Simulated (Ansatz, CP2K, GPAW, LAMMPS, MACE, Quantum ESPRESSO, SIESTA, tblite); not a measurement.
## Liquid Al56Cu44 (at. %) at 1700 K (71 atoms): runs against a plane-wave reference

Density of this cell: 4.15 g/cm³. The cell holds 71 atoms: 40 Al and 31 Cu. Cell: a = 10.683 Å, b = 10.683 Å, c = 10.683 Å, α = 90.0°, β = 90.0°, γ = 90.0°. 71 atoms (40 Al, 31 Cu) placed at random at 4.38 g/cm³, melted at 1800 K for 10 ps at fixed volume with the EAM Al-Cu potential (Cai and Ye, Phys. Rev. B 54, 8398 (1996)). Snapshot at the end of a hold of 10 ps at 1700 K and zero pressure.

Geometry: as built.

The reference, a calculation:

```
method                 : Kohn-Sham DFT, PBE, SSSP efficiency 1.3.0 pseudopotentials, plane waves (Quantum ESPRESSO 7.5); sssp-pbe-1.3.0-efficiency, cutoffs 60/480 Ry, Γ point
r.m.s. force component : 0.9682 eV/Å
longest force          : 3.515 eV/Å
pressure               : -1.905 GPa
time                   : 4.8 min on 4 MPI ranks of Arm Neoverse V2, shared host
CPU time               : 19 min
```

In doubt: a PseudoDojo file used here is known to give poor structures and forces (SIESTA), which bears on pressures, cells, forces and phonons.

**Question.** The same geometry is run in other programs. How far does each lie from the reference, and what does it cost?
- GPAW revPBE, LCAO dzp, h 0.2 Å (GPAW 26.7.0; 1 thread)
- MACE MP-0b3 medium potential (MACE MP-0b3 medium; 1 thread)
- CP2K PBE, DZVP-MOLOPT-SR, 800/70 Ry, diagonalisation (CP2K 2026.2; 4 MPI ranks)
- GPAW PBE, plane waves 450 eV (GPAW 26.7.0; 2 MPI ranks)
- SIESTA PBE, DZP, shift 0.01 Ry, mesh 150 Ry (SIESTA 5.4.2; 2 MPI ranks)
- CP2K PBE+D3(BJ), DZVP-MOLOPT-SR, 800/50 Ry, diagonalisation (CP2K 2026.2; 4 MPI ranks)
- SIESTA PBE, SZP, shift 0.01 Ry, mesh 500 Ry (SIESTA 5.4.2; 2 MPI ranks)
- CP2K PBE, DZVP-MOLOPT-SR, 280/50 Ry, diagonalisation (CP2K 2026.2; 2 threads)
- CP2K PBE, DZVP-MOLOPT-SR, 1120/50 Ry, diagonalisation (CP2K 2026.2; 4 MPI ranks)
- QE PBE, sssp-1.3.0-efficiency, 25/200 Ry (Quantum ESPRESSO 7.5; 2 MPI ranks)

Differences are against the plane-wave reference, forces as r.m.s. over components; share is that over the reference's r.m.s. force, slope the least-squares factor from reference forces to these. Total energies of different programs have different zeros and aren't compared.

| run | Δ force, r.m.s. (meV/Å) | share (%) | slope | Δ pressure (GPa) | cores | CPU time | memory (GiB) |
| --- | --- | --- | --- | --- | --- | --- | --- |
| reference | - | - | - | - | 4 | 19 min | 4.6 |
| GPAW revPBE, LCAO dzp, h 0.2 Å | 89.6 | 9.26 | 1.065 | - | 1 | 6.3 min | 1.5 |
| MACE MP-0b3 medium potential | 158 | 16.3 | 1.014 | -0.0695 | 1 | 7 s | 0.9 |
| CP2K PBE, DZVP-MOLOPT-SR, 800/70 Ry, diagonalisation | 32.7 | 3.37 | 1.001 | 0.500 | 4 | 14 min | 7.4 |
| GPAW PBE, plane waves 450 eV | 14.8 | 1.53 | 1.006 | -0.964 | 2 | 8.3 min | 1.5 |
| SIESTA PBE, DZP, shift 0.01 Ry, mesh 150 Ry (coarse) | 78.6 | 8.12 | 1.053 | -0.932 | 2 | 3.6 min | 0.89 |
| CP2K PBE+D3(BJ), DZVP-MOLOPT-SR, 800/50 Ry, diagonalisation | 33.1 | 3.42 | 0.999 | -2.87 | 4 | 10 min | 7.5 |
| SIESTA PBE, SZP, shift 0.01 Ry, mesh 500 Ry (coarse) | 224 | 23.1 | 1.164 | 0.974 | 2 | 13 min | 2.4 |
| CP2K PBE, DZVP-MOLOPT-SR, 280/50 Ry, diagonalisation (coarse) | 884 | 91.3 | 1.113 | 2.02 | 2 | 7.4 min | 1.4 |
| CP2K PBE, DZVP-MOLOPT-SR, 1120/50 Ry, diagonalisation | 32.6 | 3.37 | 1.001 | 0.500 | 4 | 12 min | 9.6 |
| QE PBE, sssp-1.3.0-efficiency, 25/200 Ry (coarse) | 39.4 | 4.07 | 0.984 | -41.7 | 2 | 6.2 min | 1.3 |

Rows marked coarse were listed beforehand as settings not expected to be converged; some can still land near the reference.

Times of the machine-learned potentials are mostly Python's start and the loading of weights.

CPU time is summed over cores on a shared host, where runs went side by side, so it is rough. Symmetry, cutoffs, thresholds, outputs and thread counts weren't matched or tuned between programs; memory under MPI is the largest rank's times the ranks.

PBE on plane waves or a grid with other potentials, cutoffs or grids, coarse settings apart, differs from the reference by 1.5 % (GPAW PBE, plane waves 450 eV) of the r.m.s. force; this holds the reference's own error, so differences of a few per cent don't tell which side is nearer the exact PBE result. The PBE runs in local orbitals, coarse settings apart, differ by 3.4 % in each run; basis, grid and potentials can all enter. Machine-learned potentials differ by 16 % (MACE MP-0b3 medium potential); they were trained on other programs' data. Rows with another functional or a dispersion term differ by 3.4 % (CP2K PBE+D3(BJ), DZVP-MOLOPT-SR, 800/50 Ry, diagonalisation) to 9.3 % (GPAW revPBE, LCAO dzp, h 0.2 Å), which mixes the change of model with differences of basis and potentials. The electron count is odd in these runs, and they have no spin polarisation, so the unpaired electron is spread evenly over both spins. Machine-learned potentials mimic data converged in k, so the reference's own k-point error enters their differences. The network of bonds at the start is that of the classical potential that made the cell, and needn't be the one that DFT or experiment would give. The electronic-structure runs sample only Γ, in a cell whose shortest periodic width is 11 Å, which is coarse for a cell with partly filled levels.

[Logs are printed without paths, hosts, clocks, repeated set-up lines and the standing remarks that a program may print on its own settings, such as how far it seeks lower states.]

[Hosts, paths, dates, database ids (printed as entryN), source tags and the programs' standing remarks are cut or masked in the printed files.]
